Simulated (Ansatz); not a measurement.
# Twisted Zr2CO2 MXene bilayer, 21.79° (70 atoms): geometry optimisation, part 2 of 2

Aim: bring twisted Zr2CO2 MXene bilayer, 21.79° (70 atoms) to a nearby minimum of the energy and see what moves.

Ansatz 0.2.0; Kohn-Sham DFT, PBE+D4, PAW (set soft_2), plane waves.

The cell: 14 C, 28 Zr and 28 O. Sampling is at Γ alone, for a cell whose shortest periodic width is 8 Å.

So far. Step 3 (Relaxation): The relaxation changed the energy by -4.45 meV/atom, and atoms moved by 0.027 Å r.m.s., 0.047 Å at most.

**5. Single point at the relaxed geometry**

The electronic structure is read at the final geometry, in a run of its own.

input.yaml reads:

```yaml
crystal:
  lattice:
    - [8.7574, 0.0, 0.0]
    - [-4.3787, 7.58413, 0.0]
    - [0.0, 0.0, 28.11]
  atoms:
    - { symbol: C, position: [0.9997, 0.99977, 0.3666] }
    - { symbol: Zr, position: [0.19042, 0.23773, 0.41624] }
    - { symbol: Zr, position: [0.23773, 0.04739, 0.31701] }
    - { symbol: O, position: [0.23785, 0.04636, 0.44897] }
    [... 60 atom lines left out ...]
    - { symbol: O, position: [0.95321, 0.76149, 0.55096] }
    - { symbol: C, position: [0.857, 0.28519, 0.63346] }
    - { symbol: Zr, position: [0.09504, 0.47574, 0.683] }
    - { symbol: Zr, position: [0.04701, 0.23757, 0.58368] }
    - { symbol: O, position: [0.04742, 0.2377, 0.71585] }
    - { symbol: O, position: [0.09505, 0.47545, 0.55108] }
kpoints:
  mp_grid: { grid: [1, 1, 1] }
hamiltonian:
  xc: pbe
  dispersion: d4
scf:
  occupations: { method: fixed }
output:
  forces: true
  populations: true
  dos:
    method: { smearing: { sigma: 0.08 } }
    de: 0.1
    projected:
      site_lists:
        C: [C]
        O: [O]
        Zr: [Zr]
        layer_1: [0, 1, 2, 3, 4, 5, 6, 7, 8, 9, 10, 11, 12, 13, 14, 15, 16, 17, 18, 19, 20, 21, 22, 23, 24, 25, 26, 27, 28, 29, 30, 31, 32, 33, 34]
        layer_2: [35, 36, 37, 38, 39, 40, 41, 42, 43, 44, 45, 46, 47, 48, 49, 50, 51, 52, 53, 54, 55, 56, 57, 58, 59, 60, 61, 62, 63, 64, 65, 66, 67, 68, 69]
  eigenvalues: true
  write_density: true
  write_potential: true
  volumetric_format: npy
  elf: true
```

The run is started by

```sh
> ansatz run input.yaml --threads 4 --pin off --max-ram 8192MiB --backend cpu --events-out ev --progress --plain --runs-dir out
```

Numbers of over 12 decimals in the logs are rounded to 6 here.

The program printed:

```text
[...]
Crystal: 70 atoms, lattice volume = 1866.989 Å³
Basis set: ecut = 420 eV, 36555 PW (Γ), exchange–correlation on 120×120×384 points (8 copies of the dense FFT grid, shifted against one another)
Bands: 350, of which v1, the nominal top of the filled ones, is band 280 counted from 1 (279 counted from 0)
Symmetry: 1 space group operations
[...]
k-points: 1
[...]
SCF iter   1: F=—  HF=-136647.002889 eV  |F-HF|=—  |Δ(HF+E_count)|=         —  Δρ=4.51e-3  dr2=5.82e-1  ethr=1.77e-3  ⟨swp⟩=4.0  Hψ=1210  notcnv=0  defer=54
[...]
SCF iter  10: F=-136646.928212 eV  HF=-136646.928212 eV  |F-HF|=1.59e-8  |Δ(HF+E_count)|=   6.49e-9  Δρ=1.28e-6  dr2=3.26e-8  ethr=1.79e-11  ⟨swp⟩=10.0  Hψ=2318  notcnv=0
SCF 1 converged in 10 iterations: F = -136646.928212 eV  dr2 = 3.26e-8
[...]
SCF converged after 10 iterations
Free energy (F): -136646.928212 eV
[...]
Internal energy: -136646.928212 eV  (E = F + TS)
E sigma→0 (E₀):  -136646.928212 eV
Fermi energy:    3.177863 eV
[...]
--- Forces (eV/Å), atoms counted from 1 ---
  atom   1  C     -0.00035632    -0.00045620    -0.00008655
  atom   2  Zr     0.00045587     0.00023628     0.00166718
  atom   3  Zr     0.00106837    -0.00032855    -0.00223832
  atom   4  O     -0.00084804    -0.00059262    -0.00086243
  atom   5  O     -0.00008757    -0.00171904     0.00088755
  atom   6  C     -0.00074050    -0.00031651    -0.00058994
  atom   7  Zr    -0.00023814    -0.00012661     0.00283479
  atom   8  Zr     0.00036905    -0.00017990     0.00075425
  atom   9  O     -0.00041099    -0.00029823    -0.00074369
  atom  10  O     -0.00077904     0.00050902    -0.00240415
  atom  11  C     -0.00001215    -0.00019338    -0.00188888
  atom  12  Zr    -0.00164644    -0.00098591    -0.00062636
  atom  13  Zr    -0.00030881     0.00037405     0.00085580
  atom  14  O     -0.00004668    -0.00004296    -0.00079468
[...]
atom  69  O      0.00010301    -0.00117764     0.00097105
  atom  70  O     -0.00008802    -0.00037155     0.00128226
  max |Σ_I F_I| component: 6.60e-5 eV/Å
--- Band table (eV) ---
[...]
--- Löwdin populations: 70 sites ---
  site symbol       q [e]
     0      C      4.9016
     1     Zr     10.8359
     2     Zr     10.8288
[...]
69      O      6.6344
  spilling = 0.004022 (of n_electrons = 560.000000)
```

Run time: 15 s. Hardware: 4 threads of Intel Xeon 6975P-C (Granite Rapids), shared host; peak memory 2.2 GiB; 55 s of CPU time.

Numbers from this run:

```
free energy                                      : -136646.9282 eV
free energy per atom                             : -1952.0990 eV/atom
SCF cycles                                       : 10
r.m.s. force component                           : 0.00109 eV/Å
longest force                                    : 0.00391 eV/Å
Fermi energy                                     : 3.178 eV
gap (highest filled to lowest empty level) : 1.581 eV
potential in mid-vacuum, over the Fermi level    : 5.487 eV
potential 4.5 Å over the upper face              : 5.486 eV
potential 4.5 Å under the lower face             : 5.488 eV
spilling of the projection                       : 0.004022
```

Löwdin charges by element (they lack the spilled electrons, 0.032 e an atom on average):

```
element  coordination  atoms  mean charge (e)  spread   least    most
      C           all     14           -0.900  7.0e-4  -0.902  -0.899
      O           all     28           -0.636  0.0022  -0.638  -0.631
     Zr           all     28             1.17  0.0051    1.16    1.17
```

By region:

```
 region  atoms  mean length of the force (eV/Å)
layer 1     35                            0.002
layer 2     35                            0.002
```

States in the cell by windows of 1 eV, zero at the Fermi level; the larger projections on atomic orbitals stand beside the total:

```
from (eV)  to (eV)  total  layer 1  layer 2  Zr d   O p   C p   C s
      -18      -17   49.1     24.5     24.5   5.1   0.1   0.0   0.0
      -17      -10    0.0      0.0      0.0   0.0   0.0   0.0   0.0
      -10       -9   28.0     14.0     14.0   5.9   0.4   0.1  16.7
       -9       -6    0.0      0.0      0.0   0.0   0.0   0.0   0.0
       -6       -5   14.4      7.2      7.2   3.8   8.2   1.2   0.1
       -5       -4  101.5     50.6     50.6  24.5  65.8   5.8   0.7
       -4       -3   52.0     25.8     25.8   8.1  38.4   2.5   0.8
       -3       -2   24.0     11.9     11.9   6.8   8.0   8.1   0.0
       -2       -1   51.2     25.2     25.2  12.6  11.4  24.4   0.1
       -1        0    7.0      3.5      3.5   0.8   1.8   4.2   0.0
        0        1    1.8      0.9      0.9   0.2   0.4   1.1   0.0
        1        2   32.0     15.7     15.7  24.9   4.4   2.0   0.0
        2        3    6.1      2.8      2.8   4.4   1.0   0.2   0.0
        3        4   76.8     37.9     37.9  61.3   6.1   6.4   0.1
```

The curve was stored every 0.10 eV, coarse against its broadening of 0.08 eV, so these counts are rough.

With fixed occupations the program's Fermi level is the highest filled level; weight inside the gap is the broadening of levels at its edges.

Between -26 and -18 eV lie 7 more states.

The stored curve holds about 336 of the 560 electrons; the rest, give or take the few that broadening carries across the Fermi level, lie in deeper levels below its range.

The levels nearest the highest filled one (over half full), pooled over k-points and spins:

```
level less the highest filled one (eV)  occupation
                                 -1.25           2
                                -0.971           2
                               -8.0e-4           2
                               -6.0e-4           2
                                     0           2
                                     0           2
                                  1.58           0
                                  1.60           0
                                  1.60           0
                                  1.61           0
                                  1.61           0
                                  1.61           0
```

Planar average of the electrostatic potential energy along the normal, with the Fermi level as zero, after a running mean with a triangular window 4 Å wide at its base:

```
height (Å)  potential energy (eV)
       0.0                   5.49
       0.7                   5.49
       1.6                   5.49
       2.3                   5.49
       3.2                   5.49
       4.0                   5.49
       4.8                   5.48
       5.6                   5.35
       6.4                   3.80
       7.2                  -0.07
       8.1                  -6.64
       8.8                 -10.01
       9.5                  -9.74
      10.4                  -8.99
      11.1                  -9.82
      12.0                  -9.51
      12.7                  -5.41
      13.6                   0.35
      14.3                   0.86
      15.2                  -4.36
      16.0                  -8.94
      16.8                 -10.06
      17.6                  -9.04
      18.4                  -9.49
      19.2                 -10.22
      19.9                  -7.55
      20.8                  -1.12
      21.5                   3.25
      22.4                   5.26
      23.1                   5.47
      24.0                   5.49
      24.7                   5.49
      25.6                   5.49
      26.4                   5.49
      27.2                   5.49
      28.0                   5.49
```

Electrostatic potential energy in the ca plane at fractional y = 0.046, with atoms of Zr and O within 0.2 Å of it. With pseudopotentials it is smooth inside the atoms' cores, unlike the true potential.

Ten even steps from '0' (-51 eV) to '9' (9 eV), each cell a mean:
```
98888865799999999999999898756888899999999999
98878888888889999999999899988876789999999999
98778899876678999999768999998621368999999999
88878898863368999997314899987300047999999999
88888998752257999996103899987200037899999999
99899999864468999998425899987400058999999999
99999988887788999999888778998743578999999999
98888888888889999999875446899887888999999999
98778888899999999999862003789998745899999999
98777889988889999999850002789999623799999999
98878899876678999999862004789988745899999999
66888998741147899999976446899888888999999999
23799998610016899999988788999877789999999999
33799998620026899999999899888877789999999999
77888998742257999999999889888888889999999999
87656889876678999999988788888988899999999999
75102689988864799999986567899999999999999999
72000379999720389999875336899988888999999999
62000379999720389999875236899888878999999999
74102589999864699999986557899877789999999999
87556889999889999999988778899887889999999999
98888877898899999999999888877888899999999999
99999732689999999999999998524898999999999999
99999710589999999999999998403899999999999999
```
Columns run along c (16.0 Å, from fractional 0.28 to 0.85 of the cell; values clipped at the 3rd and 97th percentile), rows up along a (8.8 Å). Atoms in or near the plane, at fractional coordinates: Zr at (0.32, 0.24), O at (0.45, 0.24), Zr at (0.68, 0.81), O at (0.55, 0.81).

Valence density in the ca plane at fractional y = 0.046, with atoms of Zr and O within 0.2 Å of it. It is the smooth field of the valence electrons, not physical close to the nuclei.

Ten steps, logarithmic in the rise over the least value, from '0' (0.0 e/Å³) to '9' (7.1 e/Å³), each cell a mean:
```
00000000000000000112234565432221100001122335
00000000000000001223333444333322100012333233
00000000000000012444333333345432100135664322
00000000000000024554332223466542100258986322
00000000000000124554322223567642100258996321
00000000000000023444323334466531000247875322
00000000000000012333233444443321000124554332
00000000000000001122334554432221100012356653
00000000000000000122334554322222100001368875
00000000000000001223333443333332100001478885
00000000000000013444333333455432100001368874
00000000000000125665322223677642100012346653
00000000000000136886422224788752100012333333
00000000000000136886322224788752000012332234
00000000000000124665322223577642100011222234
00000000000000012445543222345544210001123334
00000000000000001357875322224677420001235544
00000000000000001378886322235899631001356654
00000000000000001378886322235899631012356753
00000000000000001257875322224677420012345543
00000000000000001235554443323444210012333333
00000000000000001122334555432222100011222234
00000000000000000112235666432111000001112345
00000000000000000111235666432111000000112345
```
Columns run along c (16.0 Å, from fractional 0.06 to 0.63 of the cell), rows up along a (8.8 Å). Atoms in or near the plane, at fractional coordinates: Zr at (0.32, 0.24), O at (0.45, 0.24), O at (0.55, 0.81).

Mean Löwdin charges: C -0.90, O -0.64, Zr +1.17 e (they miss 0.40 % of the electrons, so they add up to more than the cell's charge). The largest share in the top eV of filled states is C p (61 % of the projected weight), and in the lowest eV of empty states Zr d (79 % of the projected weight). The potential stands 5.49 eV above the highest filled level over the upper face and 5.49 eV under the lower one, a reading of the ionisation potential at this level on the run's k-points.

The surroundings of Zr22, picked at random, nearest first, numbered as they follow in the input and with coordinates relative to it.

```
atom      x      y      z  distance (Å)  bonds  Löwdin charge (e)
Zr22   0.00   0.00   0.00          0.00      6               1.16
 O14  -1.87  -0.36   0.92          2.12      3              -0.63
 O24   1.24  -1.45   0.92          2.12      3              -0.64
 O29   0.63   1.81   0.92          2.13      3              -0.64
 C26  -1.25   1.44  -1.40          2.37      6              -0.90
  C1   1.88   0.36  -1.40          2.37      6              -0.90
 C21  -0.63  -1.81  -1.40          2.37      6              -0.90
Zr12  -3.13   1.08  -0.01          3.31      6               1.16
Zr27  -0.62   3.25  -0.01          3.31      6               1.16
 Zr2   2.51   2.16   0.00          3.31      6               1.16
```

The column of bonds counts only the pairs O-Zr within 2.82 Å, Zr-C within 2.81 Å; other neighbours, such as metal atoms beside each other in a compound, aren't counted, and periodic images can show an atom twice.

**6. Outcome**

```
energy change in the relaxation                  : -4.451 meV/atom
r.m.s. displacement                              : 0.027 Å
largest displacement                             : 0.047 Å
free energy per atom                             : -1952.0990 eV/atom
r.m.s. force component                           : 0.00109 eV/Å
gap (highest filled to lowest empty level) : 1.581 eV
potential in mid-vacuum, over the Fermi level    : 5.487 eV
wall time of the 3 DFT runs                      : 56 s
```

**Reading.** Relaxation lowers the energy by 4.45 meV/atom and moves atoms by 0.027 Å r.m.s.; the r.m.s. force component goes from 0.25 to 0.0011 eV/Å, and the gap from 1.52 to 1.58 eV. By the final cutoffs no bond was broken or made. First to last step the energy falls by 0.312 eV; the largest move, 0.047 Å, is that of Zr28. The Zr-C bonds change most in mean length: from 2.351 Å (spread 0.014) to 2.365 Å (spread 0.002). With the cutoffs above, all C atoms have 6, all O atoms have 3 and all Zr atoms have 6 bonded neighbours. Between filled and empty levels lie 1.58 eV at Γ alone; the mesh holds the band edges only if they fold onto it, so the gap at this level can be narrower or closed, while semilocal functionals tend to narrow gaps against experiment. The potential stands 5.49 eV above the highest filled level over the upper face and 5.49 eV under the lower one, a reading of the ionisation potential at this level on the run's k-points.

[Logs are printed without paths, hosts, clocks, repeated set-up lines and the standing remarks that a program may print on its own settings, such as how far it seeks lower states.]

[Hosts, paths, dates, database ids (printed as entryN), source tags and the programs' standing remarks are cut or masked in the printed files.]
